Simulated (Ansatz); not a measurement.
# Electron scattering at the Σ5 (310) boundary in bcc Nb, part 3 of 3

Aim: the relaxed structure and the specific resistance of the Σ5 (310) boundary in bcc Nb.

Ansatz 0.2.0; Ansatz plane-wave DFT, r2SCAN, PAW files; relaxation of a bicrystal slab with its lowest layers held; PAW set soft_1 (the session's first sound run).

So far. Step 3 (Transmission across the boundary): Over the solved energies the transmission per spin lies between 1.91 and 2.32, out of 4.23 channels of the lead on average (up to 4.68). Step 4 (Specific resistance): Averaged over the energies near the Fermi level, 49.6 % of the channels pass, which makes 0.536 fΩ m².

## Step 5: Single-crystal slab for reference

The free faces cost energy too. A single-crystal slab with the same faces and held layers is relaxed, so that they cancel.

This step: Ansatz plane-wave DFT, r2SCAN, PAW files; relaxation of a single-crystal slab with its lowest layers held; PAW set soft_1 (Ansatz 0.2.0).

System of this step: Nb slab, plane (3, 1, 0). The cell holds 19 atoms: 19 Nb. Cell: a = 5.483 Å, b = 3.306 Å, c = 29.820 Å, α = 90.0°, β = 90.0°, γ = 72.5°. It derives from Nb. Vacuum lies along c.

Input file input.yaml:

```yaml
crystal:
  lattice:
    - [5.4828782722, 0.0, 0.0]
    - [0.9968869586, 3.1524333588, 0.0]
    - [0.0, 0.0, 29.8197895304]
  atoms:
    - { symbol: Nb, position: [0.8000000002, 0.6000000002, 0.1676738863] }
    - { symbol: Nb, position: [0.2000000001, 0.9000000002, 0.2027359669] }
    - { symbol: Nb, position: [0.6000000001, 0.2000000002, 0.2377980474] }
    - { symbol: Nb, position: [1.0e-10, 0.5000000002, 0.272860128] }
    - { symbol: Nb, position: [0.4000000001, 0.8000000002, 0.3079222086] }
    - { symbol: Nb, position: [0.8000000001, 0.1000000002, 0.3429842891] }
    - { symbol: Nb, position: [0.2000000001, 0.4000000002, 0.3780463697] }
    - { symbol: Nb, position: [0.6000000001, 0.7000000001, 0.4131084502] }
    - { symbol: Nb, position: [1.0e-10, 1.0e-10, 0.4481705308] }
    - { symbol: Nb, position: [0.4000000001, 0.3000000001, 0.4832326114] }
    - { symbol: Nb, position: [0.8000000001, 0.6000000001, 0.5182946919] }
    - { symbol: Nb, position: [0.2000000001, 0.9000000001, 0.5533567725] }
    - { symbol: Nb, position: [0.6000000001, 0.2000000001, 0.588418853] }
    - { symbol: Nb, position: [0.0, 0.5000000001, 0.6234809336] }
    - { symbol: Nb, position: [0.4, 0.8000000001, 0.6585430142] }
    - { symbol: Nb, position: [0.8, 0.1, 0.6936050947] }
    - { symbol: Nb, position: [0.2, 0.4, 0.7286671753] }
    - { symbol: Nb, position: [0.6, 0.7, 0.7637292558] }
    - { symbol: Nb, position: [0.0, 0.0, 0.7987913364] }
kpoints:
  mp_grid: { grid: [7, 7, 1] }
hamiltonian:
  xc: r2scan
  pseudopotentials: { kind: paw, azcp: { folder: soft_1 } }
scf:
  occupations: { method: fermi_dirac, width: 0.1 }
relax:
  f_tol: 0.03
  max_steps: 80
  constraints: [{ sites: [0, 1, 2] }]
```

Command:

```bash
> ansatz run input.yaml --threads 4 --pin off --max-ram 15360MiB --backend cpu --events-out ev --progress --plain --runs-dir out
```

Numbers of over 12 decimals in the logs are rounded to 6 here.

What it wrote:

```text
Warning: crystal.symmetry: narrowed to the stabiliser of the relax constraints — unitary ops 4 → 2; lowered at sites 0, 1, 2, 16, 17, 18 (the operations that carried what is held of a site onto what its image site leaves free; the constrained walk keeps no symmetry that its constraints do not admit)
[...]
Crystal: 19 atoms, lattice volume = 515.417 Å³
Basis set: ecut = 500 eV, 12925 PW (Γ), exchange–correlation on 160×100×900 points (64 copies of the dense FFT grid, shifted against one another)
Bands: 149, of which v1, the nominal top of the filled ones, is band 124 counted from 1 (123 counted from 0)
Symmetry: 2 space group operations
k-points: 16 of 49 (time reversal used)
[...]
SCF iter   1: F=—  HF=-86719.229421 eV  |F-HF|=—  |Δ(HF+E_count)|=         —  Δρ=7.58e-2  dr2=5.16e2  dr2_τ=1.42e0  ethr=3.10e-3  ⟨swp⟩=9.6  Hψ=11807  notcnv=0
[...]
SCF iter  10: F=-86704.092398 eV  HF=-86704.092400 eV  |F-HF|=1.78e-6  |Δ(HF+E_count)|=   2.11e-6  Δρ=1.10e-5  dr2=3.74e-6  dr2_τ=1.01e-7  ethr=9.11e-9  ⟨swp⟩=4.1  Hψ=9451  notcnv=0
SCF 1 converged in 10 iterations: F = -86704.092398 eV  dr2 = 3.74e-6
[...]
relax step   1: F+E_penalty+E_count = -86704.09239837 eV  Δ(F+E_penalty+E_count) = +0.000e0 eV  max|allowed force component| = 1.778e0 eV/Å  Δτ_max = 0.0000 Å  (10 SCF iters, dr2 threshold 2.25e-5 eV, accepted)
[...]
SCF iter   1: F=—  HF=-86703.493619 eV  |F-HF|=—  |Δ(HF+E_count)|=         —  Δρ=9.14e-3  dr2=2.06e0  dr2_τ=3.82e0  ethr=7.01e-4  ⟨swp⟩=2.6  Hψ=9347  notcnv=0  defer=11
eigensolver tolerance schedule calibrated: the retry pair's looser diagonalisation under-reported the residual by θ = 0.16 (0.25/decade); ethr = c·dr2/N_el runs at the constant in force after the calibration composes with the one it found (an armed cap, an earlier calibration), c = 1.6e-2
[...]
SCF iter   2: F=—  HF=-86704.379510 eV  |F-HF|=—  |Δ(HF+E_count)|=   8.86e-1  Δρ=3.89e-3  dr2=4.43e-1  dr2_τ=2.57e-2  ethr=1.33e-4  ⟨swp⟩=4.4  Hψ=5409  notcnv=0  defer=12
[...]
SCF iter   6: F=-86704.366747 eV  HF=-86704.366807 eV  |F-HF|=6.05e-5  |Δ(HF+E_count)|=   4.23e-5  Δρ=6.34e-5  dr2=9.28e-5  dr2_τ=1.49e-6  ethr=6.45e-9  ⟨swp⟩=3.0  Hψ=9129  notcnv=0
SCF 2 converged in 6 iterations: F = -86704.366747 eV  dr2 = 9.28e-5
[...]
relax step   2: F+E_penalty+E_count = -86704.36674692 eV  Δ(F+E_penalty+E_count) = -2.743e-1 eV  max|allowed force component| = 2.227e-1 eV/Å  Δτ_max = 0.1992 Å  (6 SCF iters, dr2 threshold 1.00e-4 eV, accepted)
[...]
SCF iter   8: F=-86704.378983 eV  HF=-86704.378983 eV  |F-HF|=2.51e-7  |Δ(HF+E_count)|=   1.61e-7  Δρ=5.05e-6  dr2=4.43e-7  dr2_τ=1.92e-8  ethr=1.26e-9  ⟨swp⟩=5.1  Hψ=8312  notcnv=0
SCF 3 converged in 8 iterations: F = -86704.378983 eV  dr2 = 4.43e-7
relax step   3: F+E_penalty+E_count = -86704.37898278 eV  Δ(F+E_penalty+E_count) = -1.224e-2 eV  max|allowed force component| = 1.087e-1 eV/Å  Δτ_max = 0.0948 Å  (8 SCF iters, dr2 threshold 3.10e-6 eV, accepted)
[...]
relax step   4: F+E_penalty+E_count = -86704.38257765 eV  Δ(F+E_penalty+E_count) = -3.595e-3 eV  max|allowed force component| = 1.253e-1 eV/Å  Δτ_max = 0.0694 Å  (9 SCF iters, accepted)
[...]
relax step   5: F+E_penalty+E_count = -86704.38527487 eV  Δ(F+E_penalty+E_count) = -2.697e-3 eV  max|allowed force component| = 3.832e-2 eV/Å  Δτ_max = 0.0292 Å  (6 SCF iters, dr2 threshold 3.74e-6 eV, accepted)
[...]
relax step   6: F+E_penalty+E_count = -86704.38582373 eV  Δ(F+E_penalty+E_count) = -5.489e-4 eV  max|allowed force component| = 4.830e-2 eV/Å  Δτ_max = 0.0422 Å  (8 SCF iters, accepted)
SCF iter   1: F=—  HF=-86704.377331 eV  |F-HF|=—  |Δ(HF+E_count)|=         —  Δρ=4.62e-4  dr2=2.08e-2  dr2_τ=1.47e-2  ethr=3.64e-5  ⟨swp⟩=2.0  Hψ=3750  notcnv=0  defer=10
[...]
SCF iter   7: F=-86704.386058 eV  HF=-86704.386058 eV  |F-HF|=4.69e-9  |Δ(HF+E_count)|=   8.59e-9  Δρ=6.74e-7  dr2=6.60e-9  dr2_τ=2.91e-10  ethr=4.05e-11  ⟨swp⟩=4.6  Hψ=7310  notcnv=0
SCF 7 converged in 7 iterations: F = -86704.386058 eV  dr2 = 6.60e-9
relax step   7: F+E_penalty+E_count = -86704.38605834 eV  Δ(F+E_penalty+E_count) = -2.346e-4 eV  max|allowed force component| = 8.479e-3 eV/Å  Δτ_max = 0.0071 Å  (7 SCF iters, accepted)
[...]
SCF iter   2: F=-86704.386058 eV  HF=-86704.386058 eV  |F-HF|=2.76e-9  |Δ(HF+E_count)|=  3.93e-10  Δρ=4.52e-7  dr2=3.09e-9  dr2_τ=1.23e-10  ethr=2.68e-12  ⟨swp⟩=4.0  Hψ=5503  notcnv=0
SCF 8 converged in 2 iterations: F = -86704.386058 eV  dr2 = 3.09e-9
SCF converged after 2 iterations
Free energy (F): -86704.386058 eV
[...]
Internal energy: -86703.552151 eV  (E = F + TS)
E sigma→0 (E₀):  -86703.969105 eV
Entropy (-TS):   -0.833907 eV (-43.890 meV/atom)
Fermi energy:    10.710752 eV
[...]
--- Forces (eV/Å), atoms counted from 1 ---
  atom   1  Nb     0.13984601    -0.04422319     1.68872757
  atom   2  Nb    -0.49730907     0.15726294    -0.62274567
  atom   3  Nb     0.35144518    -0.11113672    -1.07196342
  atom   4  Nb    -0.00175947     0.00055639    -0.00545666
  atom   5  Nb    -0.00033370     0.00010553    -0.00093046
  atom   6  Nb     0.00193759    -0.00061272     0.00736934
  atom   7  Nb     0.00402042    -0.00127137     0.00658314
  atom   8  Nb     0.00103936    -0.00032867     0.00849257
  atom   9  Nb    -0.00063456     0.00020067     0.00219812
  atom  10  Nb    -0.00254238     0.00080397    -0.00265360
  atom  11  Nb     0.00080003    -0.00025299    -0.00229660
  atom  12  Nb    -0.00078693     0.00024885    -0.00242423
  atom  13  Nb    -0.00089029     0.00028154     0.00387043
  atom  14  Nb     0.00583403    -0.00184488    -0.00318838
  atom  15  Nb    -0.00505674     0.00159908    -0.00160916
  atom  16  Nb    -0.00021840     0.00006906    -0.00673244
  atom  17  Nb    -0.00046496     0.00014703     0.00391761
  atom  18  Nb     0.00689696    -0.00218101    -0.00547839
  atom  19  Nb    -0.00179681     0.00056820     0.00430280
  max |Σ_I F_I| component: 2.63e-5 eV/Å
--- Relaxed structure (7 steps of the walk, 7 accepted, 0 SCFs on fresh bases) ---
  F+E_penalty+E_count = -86704.38605834 eV   max|allowed force component| = 8.479e-3 eV/Å
  atoms:
    - { symbol: Nb, position: [0.800000, 0.600000, 0.167674] }
    - { symbol: Nb, position: [0.200000, 0.900000, 0.202736] }
    - { symbol: Nb, position: [0.600000, 0.200000, 0.237798] }
    - { symbol: Nb, position: [-0.00622678, 0.503113, 0.270907] }
    - { symbol: Nb, position: [0.390601, 0.804700, 0.307363] }
    - { symbol: Nb, position: [0.796667, 0.101667, 0.342265] }
    - { symbol: Nb, position: [0.197061, 0.401470, 0.377326] }
    - { symbol: Nb, position: [0.595438, 0.702281, 0.412102] }
    - { symbol: Nb, position: [-0.00505382, 0.00252691, 0.447030] }
    - { symbol: Nb, position: [0.393623, 0.303188, 0.482367] }
    - { symbol: Nb, position: [0.792469, 0.603765, 0.517406] }
    - { symbol: Nb, position: [0.193189, 0.903405, 0.552708] }
    - { symbol: Nb, position: [0.593417, 0.203291, 0.587492] }
    - { symbol: Nb, position: [-0.00423472, 0.502117, 0.622024] }
    - { symbol: Nb, position: [0.399772, 0.800114, 0.656973] }
    - { symbol: Nb, position: [0.800841, 0.099579, 0.693249] }
    - { symbol: Nb, position: [0.201934, 0.399033, 0.727839] }
    - { symbol: Nb, position: [0.619763, 0.690119, 0.763115] }
    - { symbol: Nb, position: [0.013479, -0.00673957, 0.789540] }
```

Wall time 3.9 min (4 threads of AMD EPYC 9R14 (Zen 4), shared host); peak memory 3.2 GiB; 15 min of CPU time.

The steps of the relaxation:

```tsv
step	energy less that of the first step (eV)	largest force component (eV/Å)
1	0.0000	1.7782
2	-0.2743	0.2227
3	-0.2866	0.1087
4	-0.2902	0.1253
5	-0.2929	0.0383
6	-0.2934	0.0483
7	-0.2937	0.0085
```

The atoms that moved most (Å):

```tsv
atom	dx	dy	dz	length
Nb19	0.067	-0.021	-0.276	0.285
Nb18	0.099	-0.031	-0.018	0.105
Nb4	-0.031	0.010	-0.058	0.067
Nb5	-0.047	0.015	-0.017	0.052
Nb14	-0.021	0.007	-0.043	0.049
Nb11	-0.038	0.012	-0.027	0.047
Nb15	-0.001	0.000	-0.047	0.047
Nb13	-0.033	0.010	-0.028	0.044
```

Final coordinates:

```xyz
19
Lattice="5.4829 0.0000 0.0000 0.9969 3.1524 0.0000 0.0000 0.0000 29.8198" Properties=species:S:1:pos:R:3
Nb    4.9844    1.8915    5.0000
Nb    1.9938    2.8372    6.0455
Nb    3.4891    0.6305    7.0911
Nb    0.4674    1.5860    8.0784
Nb    2.9438    2.5368    9.1655
Nb    4.4694    0.3205   10.2063
Nb    1.4807    1.2656   11.2518
Nb    3.9648    2.2139   12.2888
Nb   -0.0252    0.0080   13.3304
Nb    2.4604    0.9558   14.3841
Nb    4.9469    1.9033   15.4289
Nb    1.9598    2.8479   16.4817
Nb    3.4563    0.6409   17.5189
Nb    0.4773    1.5829   18.5486
Nb    2.9895    2.5223   19.5908
Nb    4.4902    0.3139   20.6725
Nb    1.5050    1.2579   21.7040
Nb    4.0861    2.1756   22.7559
Nb    0.0672   -0.0212   23.5439
```

This step gave:

```
free energy             : -86704.3861 eV
energy at zero smearing : -86703.9691 eV
Fermi energy            : 10.71 eV
```

The largest force component on a free atom ends at 0.0085 eV/Å, under the tolerance of 0.03, after 7 steps.

## Step 6: Bulk reference

The perfect crystal gives the energy per atom, for the atoms by which bicrystal and slab differ.

This step: Ansatz plane-wave DFT, r2SCAN, PAW files; bulk reference; PAW set soft_1 (Ansatz 0.2.0).

System of this step: Nb. It takes space group Im-3m (No. 229, cubic). The conventional cell has a = 3.306 Å, b = 3.306 Å, c = 3.306 Å, α = 90.00°, β = 90.00°, γ = 90.00°. Nb has 8 Nb at 2.86 Å nearest.

input.yaml, the sections that differ from step 5:

```yaml
crystal:
  lattice:
    - [-1.65315, 1.65315, 1.65315]
    - [1.65315, -1.65315, 1.65315]
    - [1.65315, 1.65315, -1.65315]
  atoms:
    - { symbol: Nb, position: [0.0, 0.0, 0.0] }
kpoints:
  mp_grid: { grid: [18, 18, 18] }
# hamiltonian, scf: as in step 5
# relax: removed
```

What it wrote:

```text
[...]
Crystal: 1 atoms, lattice volume = 18.072 Å³
Basis set: ecut = 500 eV, 459 PW (Γ), exchange–correlation on 96×96×96 points (64 copies of the dense FFT grid, shifted against one another)
Bands: 11, of which v1, the nominal top of the filled ones, is band 7 counted from 1 (6 counted from 0)
Symmetry: 48 space group operations
[...]
k-points: 195 of 5832
[...]
SCF iter   1: F=—  HF=-4564.021697 eV  |F-HF|=—  |Δ(HF+E_count)|=         —  Δρ=7.68e-2  dr2=1.25e0  dr2_τ=1.86e-2  ethr=3.10e-3  ⟨swp⟩=5.0  Hψ=12330  notcnv=0
[...]
SCF iter   6: F=-4563.680601 eV  HF=-4563.680601 eV  |F-HF|=7.23e-9  |Δ(HF+E_count)|=   2.63e-7  Δρ=1.40e-5  dr2=1.73e-8  dr2_τ=1.65e-9  ethr=7.69e-10  ⟨swp⟩=3.0  Hψ=4915  notcnv=0
SCF 1 converged in 6 iterations: F = -4563.680601 eV  dr2 = 1.73e-8
[...]
SCF converged after 6 iterations
Free energy (F): -4563.680601 eV
[...]
Internal energy: -4563.634526 eV  (E = F + TS)
E sigma→0 (E₀):  -4563.657563 eV
Entropy (-TS):   -0.046075 eV (-46.075 meV/atom)
Fermi energy:    17.691632 eV
[...]
```

Wall time 0.74 s (4 threads); peak memory 0.4 GiB; 2.3 s of CPU time.

This step gave:

* free energy: -4563.6806 eV
* energy at zero smearing: -4563.6576 eV
* Fermi energy: 17.69 eV

## Step 7: Boundary energy

This step: Ansatz plane-wave DFT, r2SCAN, PAW files; bicrystal less single-crystal slab less bulk atoms, a boundary area; PAW set soft_1 (Ansatz 0.2.0).

Numbers from this step:

- excess energy of the cell: 1.269 eV
- boundary energy: 1.176 J/m²

The boundary costs 1.2 J/m².

By hand: 1.27 eV / 17.28 Å² × 16.02 = 1.18 J/m².

## Step 8: Results

```json
{
  "specific resistance of the boundary": "0.536 fΩ m²",
  "share of channels that pass": "0.496",
  "boundary energy": "1.18 J/m²"
}
```

The boundary has a specific resistance of 0.54 fΩ m² and an energy of 1.2 J/m². The boundary reflects 50 % of the channels; 0.54 fΩ m² is 5.4×10⁻¹² Ω·cm². One starting structure was relaxed; another shift or atom count at the boundary may lie lower.

[Logs are printed without paths, hosts, clocks, repeated set-up lines and the standing remarks that a program may print on its own settings, such as how far it seeks lower states.]

[Hosts, paths, dates, database ids (printed as entryN), source tags and the programs' standing remarks are cut or masked in the printed files.]
